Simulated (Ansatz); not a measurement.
# Generalised stacking fault on (111) (shuffle set) of a GaAs-GaSb solid solution (48 atoms): support functions against a reference, part 3 of 3

Wanted: errors and times of a linear-scaling basis for generalised stacking fault on (111) (shuffle set) of a GaAs-GaSb solid solution (48 atoms). A setting counts as converged where the r.m.s. difference of forces stays under 1 % of the r.m.s. force.

Ansatz 0.2.0; Kohn-Sham DFT, PBE, PAW (set soft_2), plane waves.

The cell: 24 Ga, 10 Sb and 14 As. The host structure and its lattice constant were typed by rule, without a check against the phase diagram. No spin–orbit coupling is included.

So far. Step 11 (Support functions medium, spacing 0.183 Å): Forces differ from the reference by 0.56 meV/Å r.m.s., 0.10 % of their size, well within a tolerance of 1 %; the energy by -1.5 meV/atom. It took 2.9 min and 15 cycles; the reference's time can't be set against it, since the two runs asked for unlike analyses. The two runs also began from different starting densities, which bears on cycles and time.

**12. What each setting buys**

Differences are against the plane-wave reference (Kohn-Sham DFT, PBE, PAW (set soft_2), plane waves), whose r.m.s. force component is 0.548 eV/Å. Energies are set beside the reference only for runs with its functional, potentials and electron count. Times are for 4 threads of Intel Xeon Platinum 8375C at 2.90GHz (Ice Lake), shared host. The reference's time includes the DOS, ELF, the stress and grids, which some other runs skip.

| run | Δ force, r.m.s. (meV/Å) | share of r.m.s. force (%) | Δ energy (meV/atom) | cycles | time | host memory (GiB) |
| --- | --- | --- | --- | --- | --- | --- |
| reference | - | - | - | 8 | 55 s | 5.3 |
| support functions medium | 0.553 | 0.101 | -1.47 | 13 | 1.8 min | 3.5 |
| support functions low | 0.572 | 0.104 | -1.47 | 12 | 1.7 min | 3.5 |
| support functions high | 0.124 | 0.0227 | -1.45 | 20 | 7 min | 5.7 |
| support functions medium, spacing 0.411 Å | 205 | 37.4 | 3245 | 14 | 50 s | 1.9 |
| support functions medium, spacing 0.343 Å | 15.0 | 2.74 | 43.3 | 13 | 59 s | 2.2 |
| support functions medium, spacing 0.297 Å | 4.84 | 0.884 | -4.04 | 13 | 63 s | 2.4 |
| support functions medium, spacing 0.263 Å | 0.671 | 0.122 | -1.80 | 13 | 89 s | 2.8 |
| support functions medium, spacing 0.206 Å | 0.493 | 0.0899 | -1.46 | 13 | 1.8 min | 3.7 |
| support functions medium, spacing 0.183 Å | 0.555 | 0.101 | -1.46 | 15 | 2.9 min | 4.4 |

**13. What the reference run shows**

With the settings judged, the reference run is read for its physics.

Length of the force by element:

| element | coordination | atoms | mean length of the force (eV/Å) | spread | least | most |
| --- | --- | --- | --- | --- | --- | --- |
| As | all | 14 | 0.306 | 0.272 | 0.0603 | 0.973 |
| Ga | all | 24 | 1.20 | 0.347 | 0.113 | 1.66 |
| Sb | all | 10 | 0.452 | 0.355 | 0.162 | 1.33 |

Löwdin charges by element (they lack the spilled electrons, 0.021 e an atom on average):

| element | coordination | atoms | mean charge (e) | spread | least | most |
| --- | --- | --- | --- | --- | --- | --- |
| As | all | 14 | -0.0296 | 0.0128 | -0.0611 | -0.0114 |
| Ga | all | 24 | -0.101 | 0.0877 | -0.239 | 0.0548 |
| Sb | all | 10 | 0.387 | 0.0203 | 0.342 | 0.414 |

Charge against the make-up of the first shell:

| As neighbours of Ga | atoms | mean charge (e) |
| --- | --- | --- |
| 1 | 6 | -0.221 |
| 2 | 6 | -0.138 |
| 3 | 10 | -0.039 |
| 4 | 2 | 0.054 |

States in the cell by windows of 1 eV, zero at the Fermi level; the larger projections on atomic orbitals stand beside the total:

| from (eV) | to (eV) | total | Ga p | As p | Sb p | Ga s | As s | Ga d |
| --- | --- | --- | --- | --- | --- | --- | --- | --- |
| -18 | -16 | 0.0 | 0.0 | 0.0 | 0.0 | 0.0 | 0.0 | 0.0 |
| -16 | -15 | 142.4 | 0.1 | 0.2 | 0.2 | 0.0 | 0.4 | 141.2 |
| -15 | -14 | 97.6 | 0.0 | 0.2 | 0.1 | 0.0 | 0.2 | 97.1 |
| -14 | -13 | 0.0 | 0.0 | 0.0 | 0.0 | 0.0 | 0.0 | 0.0 |
| -13 | -12 | 1.5 | 0.1 | 0.0 | 0.0 | 0.5 | 0.6 | 0.0 |
| -12 | -11 | 13.6 | 2.4 | 0.2 | 0.3 | 2.8 | 6.1 | 0.2 |
| -11 | -10 | 23.5 | 5.1 | 0.3 | 0.3 | 2.7 | 10.1 | 0.5 |
| -10 | -9 | 9.4 | 2.4 | 0.1 | 0.1 | 0.8 | 1.1 | 0.2 |
| -9 | -8 | 0.0 | 0.0 | 0.0 | 0.0 | 0.0 | 0.0 | 0.0 |
| -8 | -7 | 1.7 | 0.1 | 0.2 | 0.5 | 0.9 | 0.0 | 0.0 |
| -7 | -6 | 25.3 | 1.9 | 5.3 | 4.9 | 11.6 | 0.8 | 0.1 |
| -6 | -5 | 11.2 | 1.2 | 2.6 | 1.8 | 4.0 | 0.7 | 0.1 |
| -5 | -4 | 6.6 | 1.0 | 1.5 | 1.3 | 1.7 | 0.4 | 0.0 |
| -4 | -3 | 26.8 | 9.4 | 8.7 | 6.1 | 1.5 | 0.4 | 0.1 |
| -3 | -2 | 32.6 | 11.2 | 12.8 | 7.0 | 0.9 | 0.2 | 0.1 |
| -2 | -1 | 30.6 | 9.3 | 12.9 | 7.4 | 0.4 | 0.1 | 0.1 |
| -1 | 0 | 9.0 | 2.0 | 4.0 | 2.5 | 0.2 | 0.1 | 0.1 |
| 0 | 1 | 4.7 | 1.2 | 0.6 | 0.5 | 1.4 | 0.6 | 0.0 |
| 1 | 2 | 21.9 | 6.9 | 3.6 | 2.7 | 4.8 | 1.5 | 0.0 |
| 2 | 3 | 27.5 | 8.3 | 5.2 | 3.3 | 5.3 | 1.4 | 0.0 |
| 3 | 4 | 28.0 | 14.8 | 4.0 | 2.5 | 1.8 | 0.8 | 0.0 |

About 240 of the 672 electrons lie in deeper levels, below the stored range.

The levels nearest the highest filled one (over half full), pooled over k-points and spins:

| level less the highest filled one (eV) | occupation |
| --- | --- |
| -0.449 | 2 |
| -0.415 | 2 |
| -0.252 | 2 |
| -0.243 | 2 |
| -0.161 | 2.00 |
| 0 | 1.67 |
| 0.0819 | 0.323 |
| 0.194 | 0.004 |
| 0.346 | 0 |
| 0.435 | 0 |
| 0.594 | 0 |
| 0.729 | 0 |

Electrostatic potential energy in the ca plane at fractional y = 0.000, with atoms of Ga and As and Sb within 0.2 Å of it. With pseudopotentials it is smooth inside the atoms' cores, unlike the true potential.

Ten even steps from '0' (-16 eV) to '9' (12 eV), each cell a mean:
```
61000037999999999999972000056100003799999999
74000158999999999999983000055100002799999999
87533579999999999999986200267300004899999999
88877889999999999999987655688631136899999999
99998888999988888999887788899876678999999899
99998888999887788999877789999998888899988788
99998888999887788999876789999999888899887677
99888889999988888999877789999999888899876667
97544689999999999999988788899998888999987777
84365379999999999999987545789876688999998888
73799458999999999999985100378633347999999999
73699358999999999999972000157369935899999999
85344379999999999999983000157379944899999999
88655789999999999999986201378437726899999999
89988899999999999999998655789753358999999999
99998888999988888999998888999987788999999999
99998888999887778999988899999999888899998888
99988888999887778999988899999999888899988878
98777889999988888999988899999999888899988777
86322579999999999999998888999988888899998888
72000158999999999999997645788754468999999988
61000037999999999999985100377400026899999999
```
Columns run along c (16.0 Å, from fractional 0.00 to 0.79 of the cell; values clipped at the 3rd and 97th percentile), rows up along a (8.3 Å). Atoms in or near the plane, at fractional coordinates: As at (0.06, 0.49), Sb at (0.06, 0.99), Ga at (0.44, 0.45), As at (0.56, 0.43), Ga at (0.44, 0.94), Sb at (0.56, 0.93).

ELF in the ca plane at fractional y = 0.000, with atoms of Ga and As and Sb within 0.2 Å of it. It is the smooth field of the valence electrons, not physical close to the nuclei.

Ten even steps from '0' (0.00) to '9' (0.75), each cell a mean:
```
00000000133201148520024530000000000024432237
00000000133200148510014530000000000013310025
12221000244322348631024530000000000013311124
56653111357644346654456620011221000013321133
78975323467875423566787521235554210125554333
89985434566676311246765432457887422246777542
89986434565665200013443334567898643456677631
78875323566776310013443334567898643466566410
45553212467876422356765323467898632466666412
11221001256544335688997421246776421357886424
00000000133311347987788620013443210136764446
00000000123201148963368620000111000024432236
00000000123200148962257620000000000013310024
12221000133322348975478620000000000012311113
56653111246543346888898620001111000013321123
78875312467875322468887421124443210125544333
89985423567875210135654322357876422346776542
89985423567775200012333322478997533456677531
78875322467875210124544322479997533465566411
35553211357765322457776422358987533466666312
11221000135433346655677521135665321357887435
00000000133311358642346630012332110146764447
```
Columns run along c (16.0 Å, from fractional 0.21 to 1.00 of the cell), rows up along a (8.3 Å). Atoms in or near the plane, at fractional coordinates: Ga at (0.94, 0.38), Ga at (0.94, 0.88), Ga at (0.44, 0.45), As at (0.56, 0.43), Ga at (0.44, 0.94), Sb at (0.56, 0.93).

Mean Löwdin charges: As -0.03, Ga -0.10, Sb +0.39 e. Charges this small depend on the projection, at times even in sign. The charge on Ga changes by +0.092 e for each As neighbour that takes the place of another kind, on average. Just under the Fermi level the largest share is As p (45 % of the projected weight), just over it Ga s (30 % of the projected weight).

**14. Structure statistics**

Bonds and neighbours are counted at the geometry of the runs.

Density 5.46 g/cm³, 24.96 Å³ an atom.

g(r), total and by pair (bins of 0.2 Å):

| r (Å) | total | Ga-Ga | Ga-As | Ga-Sb | As-As | As-Sb | Sb-Sb |
| --- | --- | --- | --- | --- | --- | --- | --- |
| 2.50 | 5.95 | 0.00 | 12.00 | 11.80 | 0.00 | 0.00 | 0.00 |
| 2.70 | 0.22 | 0.00 | 0.38 | 0.54 | 0.00 | 0.00 | 0.00 |
| 2.90 | 0.00 | 0.00 | 0.00 | 0.00 | 0.00 | 0.00 | 0.00 |
| 3.10 | 0.00 | 0.00 | 0.00 | 0.00 | 0.00 | 0.00 | 0.00 |
| 3.30 | 0.00 | 0.00 | 0.00 | 0.00 | 0.00 | 0.00 | 0.00 |
| 3.50 | 0.00 | 0.00 | 0.00 | 0.00 | 0.00 | 0.00 | 0.00 |
| 3.70 | 0.24 | 0.48 | 0.00 | 0.00 | 0.00 | 0.73 | 0.69 |
| 3.90 | 0.05 | 0.00 | 0.09 | 0.13 | 0.00 | 0.00 | 0.00 |
| 4.10 | 6.45 | 12.80 | 0.09 | 0.12 | 13.45 | 13.00 | 11.20 |
| 4.30 | 0.18 | 0.37 | 0.00 | 0.00 | 0.00 | 0.56 | 0.52 |
| 4.50 | 0.24 | 0.00 | 0.35 | 0.68 | 0.00 | 0.00 | 0.00 |
| 4.70 | 0.15 | 0.30 | 0.00 | 0.00 | 0.22 | 0.15 | 0.85 |
| 4.90 | 4.51 | 0.00 | 9.31 | 8.59 | 0.00 | 0.00 | 0.00 |
| 5.10 | 0.12 | 0.25 | 0.00 | 0.00 | 0.18 | 0.13 | 0.71 |
| 5.30 | 0.17 | 0.00 | 0.25 | 0.48 | 0.00 | 0.00 | 0.00 |
| 5.50 | 0.00 | 0.00 | 0.00 | 0.00 | 0.00 | 0.00 | 0.00 |
| 5.70 | 0.10 | 0.00 | 0.13 | 0.30 | 0.00 | 0.00 | 0.00 |
| 5.90 | 1.55 | 3.10 | 0.00 | 0.00 | 2.99 | 3.59 | 1.94 |
| 6.10 | 0.09 | 0.00 | 0.23 | 0.11 | 0.00 | 0.00 | 0.00 |
| 6.30 | 2.64 | 0.17 | 5.10 | 5.15 | 0.12 | 0.09 | 0.48 |
| 6.50 | 0.14 | 0.04 | 0.27 | 0.24 | 0.00 | 0.00 | 0.00 |
| 6.70 | 0.32 | 0.26 | 0.34 | 0.39 | 0.22 | 0.15 | 0.87 |
| 6.90 | 0.21 | 0.41 | 0.00 | 0.00 | 0.20 | 0.64 | 0.20 |
| 7.10 | 4.00 | 7.75 | 0.23 | 0.32 | 8.35 | 7.45 | 7.40 |
| 7.30 | 0.15 | 0.25 | 0.03 | 0.07 | 0.28 | 0.26 | 0.18 |
| 7.50 | 1.59 | 0.35 | 2.90 | 2.77 | 0.34 | 0.30 | 0.51 |
| 7.70 | 1.04 | 0.16 | 2.02 | 1.80 | 0.16 | 0.11 | 0.16 |
| 7.90 | 0.17 | 0.16 | 0.16 | 0.16 | 0.08 | 0.28 | 0.16 |

Bonds by pair of elements; cutoffs follow the first minimum of g(r), held within bounds set by covalent radii, and pairs that aren't listed don't count as bonded (cutoffs were set anew for this text, so counts can differ from the run's own analysis):

| pair A-B | cutoff (Å) | bonds | mean length (Å) | spread (Å) | shortest (Å) | B about A | A about B |
| --- | --- | --- | --- | --- | --- | --- | --- |
| Ga-As | 3.08 | 56 | 2.54 | 0.038 | 2.50 | 2.33 | 4 |
| Ga-Sb | 3.08 | 40 | 2.54 | 0.045 | 2.50 | 1.67 | 4 |

How many atoms have how many bonded neighbours:

| element | mean | 4 |
| --- | --- | --- |
| As | 4 | 14 |
| Ga | 4 | 24 |
| Sb | 4 | 10 |

Rings of the network by King's shortest-path rule, up to 12 atoms, one path for each pair of neighbours; H, halogens, alkali and alkaline-earth atoms are left out, and the last column divides by all other atoms, bonded or not:

| ring size (atoms) | rings | per network atom |
| --- | --- | --- |
| 6 | 93 | 1.94 |

Counting bonds as in the table, all As atoms have 4, all Ga atoms have 4 and all Sb atoms have 4 bonded neighbours. All rings counted have 6 atoms.

A closer look about Ga23, which bears the longest force: 16 atoms, nearest first, numbered in the order of the input, with positions taken from that point.

| atom | x | y | z | distance (Å) | bonds | Löwdin charge (e) | Fx | Fy | Fz (eV/Å) |
| --- | --- | --- | --- | --- | --- | --- | --- | --- | --- |
| Ga23 | 0.00 | 0.00 | 0.00 | 0.00 | 4 | -0.13 | 1.36 | 0.36 | 0.89 |
| Sb2 | -2.06 | 1.18 | -0.84 | 2.52 | 4 | 0.36 | -0.58 | 0.13 | -1.19 |
| As24 | 0.01 | -0.01 | 2.53 | 2.53 | 4 | -0.02 | -0.07 | 0.11 | -0.09 |
| Sb22 | 0.01 | -2.39 | -0.85 | 2.54 | 4 | 0.34 | -0.51 | -0.05 | -0.76 |
| As6 | 2.08 | 1.18 | -0.87 | 2.55 | 4 | -0.06 | -0.85 | 0.03 | -0.25 |
| Ga5 | 1.05 | 1.18 | -3.38 | 3.73 | 4 | -0.13 | -0.44 | 0.42 | 0.91 |
| Ga3 | -2.06 | 3.55 | -0.01 | 4.10 | 4 | -0.13 | -0.78 | 0.68 | 1.03 |
| Ga15 | -2.04 | -1.19 | 3.36 | 4.11 | 4 | -0.04 | -0.09 | -0.08 | -1.16 |
| Ga7 | 2.08 | 3.54 | 0.00 | 4.11 | 4 | -0.03 | 1.10 | -0.51 | 0.34 |
| Ga11 | -4.11 | -0.01 | -0.02 | 4.11 | 4 | -0.03 | -1.03 | -0.86 | 0.70 |
| Ga25 | 0.03 | 2.39 | 3.35 | 4.11 | 4 | -0.04 | -0.07 | -0.06 | -0.96 |
| Ga27 | 2.06 | -1.22 | 3.38 | 4.13 | 4 | 0.05 | 0.29 | 0.14 | -0.07 |
| Ga11 | 4.15 | -0.01 | -0.02 | 4.15 | 4 | -0.03 | -1.03 | -0.86 | 0.70 |
| Ga3 | -2.06 | -3.61 | -0.01 | 4.16 | 4 | -0.13 | -0.78 | 0.68 | 1.03 |
| Ga7 | 2.08 | -3.62 | 0.00 | 4.17 | 4 | -0.03 | 1.10 | -0.51 | 0.34 |
| Ga21 | -1.00 | -2.40 | -3.37 | 4.26 | 4 | -0.20 | 0.15 | -1.15 | 0.40 |

The column of bonds counts only the pairs Ga-As within 3.08 Å, Ga-Sb within 3.08 Å; other neighbours, such as metal atoms beside each other in a compound, aren't counted, and periodic images can show an atom twice.

**15. Outcome**

| Item | Value |
| --- | --- |
| free energy per atom | -4658.9652 eV/atom |
| density | 5.46 g/cm³ |
| pressure | 3.503 GPa |
| r.m.s. force component | 0.5482 eV/Å |
| wall time of the 10 DFT runs | 20 min |

What this shows: Against plane waves at 420 eV, the forces differ by 0.55 meV/Å (0.10 %) with support functions medium, and by 0.12 meV/Å in the closest run (support functions high). At 48 atoms the fastest of the runs at a preset level, support functions low, takes roughly 1.9 times the time of plane waves (whose run also made extra analyses, so the like-for-like ratio is larger), in 12 SCF cycles against 8. Differences between support functions and plane waves include what basis error the plane-wave run still has. As the typed spacing goes from 0.183 to 0.411 Å, the force difference goes from 0.56 to 205 meV/Å (not steadily; the least is 0.49 at 0.206 Å), and the time from 2.9 min to 50 s.

Counting bands leaves a spacing of only 0.082 eV (on the run's k-points), which the smearing bridges: 2 levels are partly filled by over 2 %, so a gap, if any, is small at this level. Counting bonds as in the table, all As atoms have 4, all Ga atoms have 4 and all Sb atoms have 4 bonded neighbours.

**Limits.** The geometry was built by rule, was displaced at random and isn't relaxed at this level: its force components are 0.55 eV/Å r.m.s. The pressure of 3.5 GPa belongs to a cell and atoms that aren't relaxed at this level.

[Logs are printed without paths, hosts, clocks, repeated set-up lines and the standing remarks that a program may print on its own settings, such as how far it seeks lower states.]

[Hosts, paths, dates, database ids (printed as entryN), source tags and the programs' standing remarks are cut or masked in the printed files.]
